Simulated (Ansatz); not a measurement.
# The potential step between two gates: 1T-SnO2 under 2H-WS2, AA'

Two oppositely charged gates put a neutral stack in a displacement field D. The voltage between them is D/ε₀ times an electrical distance, shorter than the real one because the stack screens.

**Method.** Ansatz 0.2.0, plane waves with PAW datasets (its set soft_2), PBEsol-D3(BJ); isolated slab, charged sheets 4 Å from the outer atoms behind model barriers, atoms held. Voltages count from the uncharged case.

```tsv
run	D/ε₀ (V/nm)	step in an electron's potential, upper less lower gate (eV)
run 1	0.000	0.000
run 2	0.543	0.407
run 3	1.086	0.813
run 4	2.171	1.621
run 5	4.343	?
```

**Question.** What value belongs in the row marked “?”, and how far can the other rows tell?

A least-squares line through the 4 rows shown has slope 0.7465 and intercept 0.0011; no row lies more than 0.001 eV off it. The size of the slope, 0.746 nm, is the electrical distance; the sheets are 1.580 nm apart, and screening reaches beyond the outer atoms. At 4.343 it gives 0.7465 × 4.343 + 0.0011 = 3.243 eV, beyond the rows fitted. Rounding and scatter of the rows alone allow about ±0.004 eV there.

The run itself gives 3.223 eV: a miss of −0.020 eV, or 0.6 % of the value. Screening stays linear to within 1 % over this range.

**Limits.** The gates are model sheets, not atoms. Spin-orbit coupling is left out, which changes the bands of elements this heavy.

[Logs are printed without paths, hosts, clocks, repeated set-up lines and the standing remarks that a program may print on its own settings, such as how far it seeks lower states.]
